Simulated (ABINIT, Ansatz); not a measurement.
# LuH2 (Fm-3m): zone-centre phonons

Aim: the zone-centre modes of LuH2 (Fm-3m).

Main program and level: ABINIT 10.8.3; DFT PBEsol, scalar-relativistic, plane waves, PseudoDojo norm-conserving pseudopotentials.

## (1) The starting structure

It takes space group Fm-3m (No. 225, cubic). Conventional cell: a = 4.954 Å, b = 4.954 Å, c = 4.954 Å, α = 90.00°, β = 90.00°, γ = 90.00°. Lu has 8 H at 2.15 Å nearest. Nearest to H lie 4 Lu at 2.15 Å. Farther neighbours are not listed.

## (2) Relaxation

The harmonic expansion needs vanishing forces, and a free crystal bears no stress, so cell and atoms are brought to rest. Stress is more sensitive to the basis than forces are: the last 3 Ha under the cutoff are smoothed with ecutsm, and the cutoff is raised above that of the later runs.

The starting cell comes from a relaxation made beforehand in Ansatz (PBEsol, PseudoDojo NC).

Input file relax.abi:

```
# relaxation
ionmov 2
optcell 2
dilatmx 1.08
ntime 40
tolmxf 1.0d-05
tolvrs 1.0d-14
prtwf 0
prtden 0
chksymtnons 0

# basis, mesh and filling
ecut 56.0
ecutsm 3.0
ngkpt 10 10 10
nshiftk 1
shiftk 0.0 0.0 0.0
istwfk *1
occopt 7
tsmear 0.01
nband 21
nstep 100
diemac 1000000.0
prtebands 0
prtgsr 0
useylm 1

# cell and atoms
acell 6.619806099 6.619806099 6.619806099
rprim 
    0.0 0.7071067812 0.7071067812
    0.7071067812 0.0 0.7071067812
    0.7071067812 0.7071067812 0.0
ntypat 2
znucl 71 1
natom 3
typat 1 2 2
xred 
    0.0 0.0 0.0
    0.25 0.25 0.25
    0.75 0.75 0.75
pp_dirpath "./pseudo"
pseudos "Lu.upf, H.upf"
```

The run is started by

```console
OMP_NUM_THREADS=1 mpirun -n 4 abinit relax.abi > relax.log
```

Numbers of over 12 decimals in the logs are rounded to 6 here.

relax.abo, the main output file:

```text
[banners, grids, parts of the stress and lines that vanish by symmetry left out]
- input  file    -> relax.abi
- output file    -> relax.abo
- root for input  files -> relaxi
[...]
Symmetries : space group Fm -3 m (#225); Bravais cF (face-center cubic)
[...]
mpw =        5218          nfft =      125000          nkpt =          47
[...]
== DATASET  1 ==================================================================
[...]
cutoff_energies: {ecut:  56.0, pawecutdg:  -1.0, }
[...]
ETOT  1  -237.89145959742    -2.379E+02 7.452E-01 5.532E+04
 ETOT  2  -237.00302112586     8.884E-01 2.914E-01 1.244E+05
 ETOT  3  -246.54861736330    -9.546E+00 9.847E-02 1.483E+04
 ETOT  4  -247.30862412516    -7.600E-01 4.293E-02 5.284E+03
 ETOT  5  -247.51278120207    -2.042E-01 1.645E-02 2.430E+03
[...]
At SCF step   17       vres2   =  2.73E-15 < tolvrs=  1.00E-14 =>converged.
[...]
sigma(1 1)= -1.15683152E-06  sigma(3 2)=  0.00000000E+00
  sigma(2 2)= -1.15683152E-06  sigma(3 1)=  0.00000000E+00
  sigma(3 3)= -1.15683152E-06  sigma(2 1)=  0.00000000E+00
[...]
convergence: {deltae:  2.274E-12, res2:  2.728E-15, residm:  1.321E-06, diffor: null, }
etotal    :  -2.47689324E+02
[...]
ETOT  1  -247.68932348435    -2.477E+02 5.211E-07 1.485E-02
[...]
At SCF step    8       vres2   =  8.13E-15 < tolvrs=  1.00E-14 =>converged.
[...]
sigma(1 1)= -8.10564117E-07  sigma(3 2)=  0.00000000E+00
  sigma(2 2)= -8.10564117E-07  sigma(3 1)=  0.00000000E+00
  sigma(3 3)= -8.10564117E-07  sigma(2 1)=  0.00000000E+00
[...]
convergence: {deltae:  2.268E-11, res2:  8.127E-15, residm:  1.083E-08, diffor: null, }
etotal    :  -2.47689324E+02
[...]
ETOT  1  -247.68931959789    -2.477E+02 6.294E-09 8.150E-02
[...]
ETOT  8  -247.68932437348    -5.778E-11 1.561E-11 4.264E-14
 ETOT  9  -247.68932437347     1.498E-11 4.470E-11 2.816E-16
 At SCF step    9       vres2   =  2.82E-16 < tolvrs=  1.00E-14 =>converged.
[...]
sigma(1 1)=  7.69319608E-11  sigma(3 2)=  0.00000000E+00
  sigma(2 2)=  7.69319469E-11  sigma(3 1)=  0.00000000E+00
  sigma(3 3)=  7.69319539E-11  sigma(2 1)=  0.00000000E+00
[...]
convergence: {deltae:  1.498E-11, res2:  2.816E-16, residm:  4.470E-11, diffor: null, }
etotal    :  -2.47689324E+02
[...]
At Broyd/MD step   3, gradients are converged :
[...]
sigma(1 1)=  7.69319608E-11  sigma(3 2)=  0.00000000E+00
  sigma(2 2)=  7.69319469E-11  sigma(3 1)=  0.00000000E+00
  sigma(3 3)=  7.69319539E-11  sigma(2 1)=  0.00000000E+00
[...]
- sigma(1 1)=  2.26341643E-06  sigma(3 2)=  0.00000000E+00
- sigma(2 2)=  2.26341602E-06  sigma(3 1)=  0.00000000E+00
- sigma(3 3)=  2.26341623E-06  sigma(2 1)=  0.00000000E+00
[...]
fcart     -0.0000000000E+00 -0.0000000000E+00 -0.0000000000E+00
           strten      7.6931960802E-11  7.6931946924E-11  7.6931953863E-11
================================================================================

[key lines of the parts left out:]
pressure_GPa:  -2.2634E-06
Total energy (etotal) [Ha]= -2.47689324373466E+02
```

The job ended after 2.7 min (4 MPI ranks of Arm Neoverse V1, shared host).

Little changed from the start: no atom moved by 0.005 Å and no cell edge by 0.1 %.

Numbers from this step:

```yaml
volume_per_atom: 10.14 Å³
pressure: -2.26e-6 GPa
gap_on_the_k_mesh: 0 eV
```

## (3) Self-consistent run for the response

The response is built on these wavefunctions, so the potential is converged far more tightly than an energy would need. Occupations are smeared.

Input file gs.abi:

```
# ground state
tolvrs 1.0d-16
prtden 1
prtwf 1

# basis, mesh and filling
ecut 46.0
ngkpt 12 12 12
nshiftk 1
shiftk 0.0 0.0 0.0
istwfk *1
occopt 7
tsmear 0.01
nband 21
nstep 100
diemac 1000000.0
prtebands 0
prtgsr 0
useylm 1

# cell and atoms
acell 6.620573816 6.620573816 6.620573816
rprim 
    0.0 0.7071067812 0.7071067812
    0.7071067812 0.0 0.7071067812
    0.7071067812 0.7071067812 0.0
ntypat 2
znucl 71 1
natom 3
typat 1 2 2
xred 
    0.0 0.0 0.0
    0.25 0.25 0.25
    0.75 0.75 0.75
pp_dirpath "./pseudo"
pseudos "Lu.upf, H.upf"
```

The run is started by

```console
OMP_NUM_THREADS=1 mpirun -n 4 abinit gs.abi > gs.log
```

gs.abo, the main output file:

```text
[banners, grids, parts of the stress and lines that vanish by symmetry left out]
- input  file    -> gs.abi
- output file    -> gs.abo
- root for input  files -> gsi
[...]
Symmetries : space group Fm -3 m (#225); Bravais cF (face-center cubic)
[...]
mpw =        3119          nfft =       91125          nkpt =          72
[...]
== DATASET  1 ==================================================================
[...]
cutoff_energies: {ecut:  46.0, pawecutdg:  -1.0, }
[...]
ETOT  1  -238.25390919251    -2.383E+02 6.603E-01 3.869E+04
 ETOT  2  -237.38040883251     8.735E-01 2.419E-01 8.735E+04
 ETOT  3  -246.61382677913    -9.233E+00 6.368E-02 1.022E+04
 ETOT  4  -247.32317774636    -7.094E-01 4.288E-02 3.722E+03
 ETOT  5  -247.52582296516    -2.026E-01 6.809E-02 1.638E+03
[...]
ETOT 17  -247.68918349787     2.416E-12 3.686E-04 9.139E-15
 ETOT 18  -247.68918349786     8.896E-12 6.554E-05 8.186E-17
 At SCF step   18       vres2   =  8.19E-17 < tolvrs=  1.00E-16 =>converged.
[...]
sigma(1 1)=  2.51343204E-05  sigma(3 2)=  0.00000000E+00
  sigma(2 2)=  2.51343204E-05  sigma(3 1)=  0.00000000E+00
  sigma(3 3)=  2.51343204E-05  sigma(2 1)=  0.00000000E+00
[...]
convergence: {deltae:  8.896E-12, res2:  8.186E-17, residm:  6.554E-05, diffor: null, }
etotal    :  -2.47689183E+02
[...]
sigma(1 1)=  2.51343204E-05  sigma(3 2)=  0.00000000E+00
  sigma(2 2)=  2.51343204E-05  sigma(3 1)=  0.00000000E+00
  sigma(3 3)=  2.51343204E-05  sigma(2 1)=  0.00000000E+00
[...]
- sigma(1 1)=  7.39477236E-01  sigma(3 2)=  0.00000000E+00
- sigma(2 2)=  7.39477236E-01  sigma(3 1)=  0.00000000E+00
- sigma(3 3)=  7.39477236E-01  sigma(2 1)=  0.00000000E+00
[...]
fcart     -0.0000000000E+00 -0.0000000000E+00 -0.0000000000E+00
           strten      2.5134320397E-05  2.5134320397E-05  2.5134320397E-05
================================================================================

[key lines of the parts left out:]
pressure_GPa:  -7.3948E-01
```

It took 90 s on 4 MPI ranks; 6 min of CPU time.

Numbers from this step:

```
pressure : -0.7395 GPa
```

The cell stands at -0.74 GPa: the relaxation ran with a smoothed and higher cutoff and on another k mesh.

## (4) Linear response at Γ

At q = 0 one unit cell holds all displacements. The response is solved for single atoms along the cell's directions, and symmetry skips those that follow from others. The crystal is treated as a metal, which screens a static field, so no field response is asked.

Input file dfpt_gamma.abi:

```

# common to the responses
getwfk_filepath "gso_WFK"
kptopt 2
nqpt 1
qpt 0.0 0.0 0.0
asr 0
chneut 0

# displacements
rfphon 1
rfatpol 1 3
rfdir 1 1 1
tolvrs 1.0d-10
prtwf 0

# basis, mesh and filling
ecut 46.0
ngkpt 12 12 12
nshiftk 1
shiftk 0.0 0.0 0.0
istwfk *1
occopt 7
tsmear 0.01
nband 21
nstep 100
diemac 1000000.0
prtebands 0
prtgsr 0
useylm 1

# cell and atoms
acell 6.620573816 6.620573816 6.620573816
rprim 
    0.0 0.7071067812 0.7071067812
    0.7071067812 0.0 0.7071067812
    0.7071067812 0.7071067812 0.0
ntypat 2
znucl 71 1
natom 3
typat 1 2 2
xred 
    0.0 0.0 0.0
    0.25 0.25 0.25
    0.75 0.75 0.75
pp_dirpath "./pseudo"
pseudos "Lu.upf, H.upf"
```

The run is started by

```console
OMP_NUM_THREADS=1 mpirun -n 4 abinit dfpt_gamma.abi > dfpt_gamma.log
```

dfpt_gamma.abo, the main output file:

```text
[banners, grids, parts of the stress and lines that vanish by symmetry left out]
- input  file    -> dfpt_gamma.abi
- output file    -> dfpt_gamma.abo
- root for input  files -> dfpt_gammai
- root for output files -> dfpt_gammao

 Symmetries : space group Fm -3 m (#225); Bravais cF (face-center cubic)
================================================================================
 Values of the parameters that define the memory need of the present run (RF).
     intxc =       0      iscf =       7    lmnmax =      32     lnmax =       8
     mgfft =      45  mpssoang =       4    mqgrid =    3001     natom =       3
  nloc_mem =       1    nspden =       1   nspinor =       1    nsppol =       1
      nsym =      48    n1xccc =    2501    ntypat =       2    occopt =       7
   xclevel =       2
-    mband =          21        mffmem =           1         mkmem =         217
-   mkqmem =         217        mk1mem =         217           mpw =        3119
      nfft =       91125          nkpt =         868
- my_mband =          21
================================================================================
================================================================================

--------------------------------------------------------------------------------
------------- Echo of variables that govern the present computation ------------
--------------------------------------------------------------------------------
-
- outvars: echo of selected default values
-   iomode0 =  0 , fftalg0 =312 , wfoptalg0 =  0
-
- outvars: echo of global parameters not present in the input file
-  max_nthreads =    1
-
 -outvars: echo values of preprocessed input variables
 [... echo left out ...]
================================================================================

 chkinp: Checking input parameters for consistency.

[...]
== DATASET  1 ==================================================================
-   mpi_nproc: 4, omp_nthreads: 1 (-1 if OMP is not activated)

--- !DatasetInfo
iteration_state: {dtset: 1, }
dimensions: {natom: 3, nkpt: 868, mband: 21, nsppol: 1, nspinor: 1, nspden: 1, mpw: 3119, }
cutoff_energies: {ecut:  46.0, pawecutdg:  -1.0, }
electrons: {nelect:   2.70000000E+01, charge:   0.00000000E+00, occopt:   7.00000000E+00, tsmear:   1.00000000E-02, }
meta: {optdriver: 1, rfphon: 1, }
...

 mkfilename: getwfk from: gso_WFK

 Real(R)+Recip(G) space primitive vectors, cartesian coordinates (Bohr,Bohr^-1):
 R(1)=  0.0000000  4.6814526  4.6814526  G(1)= -0.1068045  0.1068045  0.1068045
 R(2)=  4.6814526  0.0000000  4.6814526  G(2)=  0.1068045 -0.1068045  0.1068045
 R(3)=  4.6814526  4.6814526  0.0000000  G(3)=  0.1068045  0.1068045 -0.1068045
 Unit cell volume ucvol=  2.0519742E+02 bohr^3
 Angles (23,13,12)=  6.00000000E+01  6.00000000E+01  6.00000000E+01 degrees
 setup1 : take into account q-point for computing boxcut.

 getcut: wavevector=  0.0000  0.0000  0.0000  ngfft=  45  45  45
         ecut(hartree)=     46.000   => boxcut(ratio)=   2.17677

--- Pseudopotential description ------------------------------------------------
- pspini: atom type   1  psp file is ./pseudo/Lu.upf

- pspini: atom type   2  psp file is ./pseudo/H.upf

   1.07782463E+03                                ecore*ucvol(ha*bohr**3)
--------------------------------------------------------------------------------

 ==>  initialize data related to q vector <==

 The list of irreducible perturbations for this q vector is:
    1)    idir= 1    ipert=   1
    2)    idir= 1    ipert=   2

[...]
The perturbation idir=   2  ipert=   1 is
 symmetric of a previously calculated perturbation.
 So, its SCF calculation is not needed.

 The perturbation idir=   3  ipert=   1 is
 symmetric of a previously calculated perturbation.
 So, its SCF calculation is not needed.

 The perturbation idir=   2  ipert=   2 is
 symmetric of a previously calculated perturbation.
 So, its SCF calculation is not needed.

 The perturbation idir=   3  ipert=   2 is
 symmetric of a previously calculated perturbation.
 So, its SCF calculation is not needed.

 The perturbation idir=   1  ipert=   3 is
 symmetric of a previously calculated perturbation.
 So, its SCF calculation is not needed.

 The perturbation idir=   2  ipert=   3 is
 symmetric of a previously calculated perturbation.
 So, its SCF calculation is not needed.

 The perturbation idir=   3  ipert=   3 is
 symmetric of a previously calculated perturbation.
 So, its SCF calculation is not needed.

--------------------------------------------------------------------------------
 Perturbation wavevector (in red.coord.)   0.000000  0.000000  0.000000
 Perturbation : displacement of atom   1   along direction   1
 Found     4 symmetries that leave the perturbation invariant.

[...]
dfpt_looppert : total number of electrons, from k and k+q
  fully or partially occupied states are    2.700000E+01 and    2.700000E+01.
 Initialisation of the first-order wave-functions :
  ireadwf=   0

--- !BeginCycle
iteration_state: {dtset: 1, }
solver: {iscf: 7, nstep: 100, nline: 4, wfoptalg: 0, }
tolerances: {tolvrs: 1.00E-10, }
...

     iter   2DEtotal(Ha)        deltaE(Ha) residm    vres2
-ETOT  1   97.060762321442     -7.137E+04 1.329E+02 2.097E+04
 ETOT  2   100.87262078219      3.812E+00 2.537E+00 2.437E+05
 ETOT  3   11.500520664409     -8.937E+01 4.389E-02 1.999E+04
 ETOT  4   4.193336     -7.307E+00 5.071E-03 2.211E+03
 ETOT  5   3.282964     -9.104E-01 1.752E-03 1.658E+01
[...]
At SCF step   13       vres2   =  6.63E-12 < tolvrs=  1.00E-10 =>converged.
[...]
Mean square residual over all n,k,spin=   18.035E-17; max=  42.177E-16

 Thirteen components of 2nd-order total energy (hartree) are
 1,2,3: 0th-order hamiltonian combined with 1st-order wavefunctions
     kin0=   1.09164140E+05 eigvalue=  -1.27971729E+03  local=  -5.22851518E+04
 4,5,6: 1st-order hamiltonian combined with 1st and 0th-order wfs
 loc psp =  -1.79375988E+04  Hartree=   6.52864938E+03     xc=  -1.07411541E+03
 note that "loc psp" includes a xc core correction that could be resolved
 7,8,9: eventually, occupation + non-local contributions
    edocc=   3.64304244E+02     enl0=   1.00491265E+04   enl1=  -1.24996873E+05
 1-9 gives the relaxation energy (to be shifted if some occ is /=2.0)
   erelax=  -7.14672358E+04
 10,11,12 Non-relaxation  contributions : frozen-wavefunctions and Ewald
 fr.local=   9.01434305E+03 fr.nonlo=   6.24991219E+04  Ewald=   4.47381457E+01
 13,14 Frozen wf xc core corrections (1) and (2)
 frxc 1  =  -7.14997031E+02  frxc 2 =   6.27305444E+02
 Resulting in :
 2DEtotal=    0.3275733410E+01 Ha. Also 2DEtotal=    0.891372470500E+02 eV
    (2DErelax=   -7.1467235762E+04 Ha. 2DEnonrelax=    7.1470511496E+04 Ha)
    (  non-var. 2DEtotal :    3.2757349346E+00 Ha)

[...]
Perturbation wavevector (in red.coord.)   0.000000  0.000000  0.000000
 Perturbation : displacement of atom   2   along direction   1
 Found     2 symmetries that leave the perturbation invariant.

--------------------------------------------------------------------------------

--------------------------------------------------------------------------------

 dfpt_looppert : total number of electrons, from k and k+q
  fully or partially occupied states are    2.700000E+01 and    2.700000E+01.
 Initialisation of the first-order wave-functions :
  ireadwf=   0

--- !BeginCycle
iteration_state: {dtset: 1, }
solver: {iscf: 7, nstep: 100, nline: 4, wfoptalg: 0, }
tolerances: {tolvrs: 1.00E-10, }
...

     iter   2DEtotal(Ha)        deltaE(Ha) residm    vres2
-ETOT  1   2.334243     -4.622E+01 2.583E-01 1.992E+03
[...]
ETOT 11   2.037764     -6.295E-12 2.305E-14 9.499E-10
 ETOT 12   2.037764     -2.451E-12 1.699E-15 6.892E-11

 At SCF step   12       vres2   =  6.89E-11 < tolvrs=  1.00E-10 =>converged.
[...]
Mean square residual over all n,k,spin=   15.416E-17; max=  16.990E-16

 Thirteen components of 2nd-order total energy (hartree) are
 1,2,3: 0th-order hamiltonian combined with 1st-order wavefunctions
     kin0=   4.71669563E+01 eigvalue=  -2.26007641E+00  local=  -8.29969170E+00
 4,5,6: 1st-order hamiltonian combined with 1st and 0th-order wfs
 loc psp =  -6.67143040E+01  Hartree=   1.09334020E+01     xc=  -6.38735355E+00
 note that "loc psp" includes a xc core correction that could be resolved
 7,8,9: eventually, occupation + non-local contributions
    edocc=   5.70531406E+00     enl0=  -3.38867991E-01   enl1=  -2.63250614E+01
 1-9 gives the relaxation energy (to be shifted if some occ is /=2.0)
   erelax=  -4.65196826E+01
 10,11,12 Non-relaxation  contributions : frozen-wavefunctions and Ewald
 fr.local=   1.22685698E+01 fr.nonlo=   1.30250407E+01  Ewald=   2.32638358E+01
 13,14 Frozen wf xc core corrections (1) and (2)
 frxc 1  =   0.00000000E+00  frxc 2 =   0.00000000E+00
 Resulting in :
 2DEtotal=    0.2037763604E+01 Ha. Also 2DEtotal=    0.554503725096E+02 eV
    (2DErelax=   -4.6519682638E+01 Ha. 2DEnonrelax=    4.8557446242E+01 Ha)
    (  non-var. 2DEtotal :    2.0377635496E+00 Ha)

[...]
---- first-order wavefunction calculations are completed ----

 ==> Compute Derivative Database <==

 [... matrices left out ...]
  Phonon wavevector (reduced coordinates) :  0.00000  0.00000  0.00000
 Phonon energies in Hartree :
  -3.527854E-06 -3.527853E-06 -3.527851E-06  4.535706E-03  4.535706E-03
   4.535706E-03  5.501561E-03  5.501561E-03  5.501561E-03
 Phonon frequencies in cm-1    :
- -7.742744E-01 -7.742743E-01 -7.742739E-01  9.954725E+02  9.954725E+02
-  9.954725E+02  1.207453E+03  1.207453E+03  1.207453E+03

== END DATASET(S) ==============================================================
================================================================================

 -outvars: echo values of variables after computation
            acell      6.6205738160E+00  6.6205738160E+00  6.6205738160E+00 Bohr
           etotal      2.0377636041E+00
            fcart      0.0000000000E+00  0.0000000000E+00  0.0000000000E+00
           strten      0.0000000000E+00  0.0000000000E+00  0.0000000000E+00
================================================================================
```

Run time: 12 min. Hardware: 4 MPI ranks; 48 min of CPU time.

This step gave:

* largest acoustic frequency at the zone centre before the sum rule: -0.77 cm⁻¹
* highest optical zone-centre mode (no LO-TO term): 1207 cm⁻¹
* lowest optical zone-centre mode: 995.5 cm⁻¹

The acoustic modes at Γ come out as far as 0.8 cm⁻¹ from zero, where they should vanish, a small numerical error.

[end of part 1 of 2]

[Host names and launcher messages were left out of these logs when they were recorded.]

[Logs are printed without paths, hosts, clocks, repeated set-up lines and the standing remarks that a program may print on its own settings, such as how far it seeks lower states.]

[Hosts, paths, dates, database ids (printed as entryN), source tags and the programs' standing remarks are cut or masked in the printed files.]
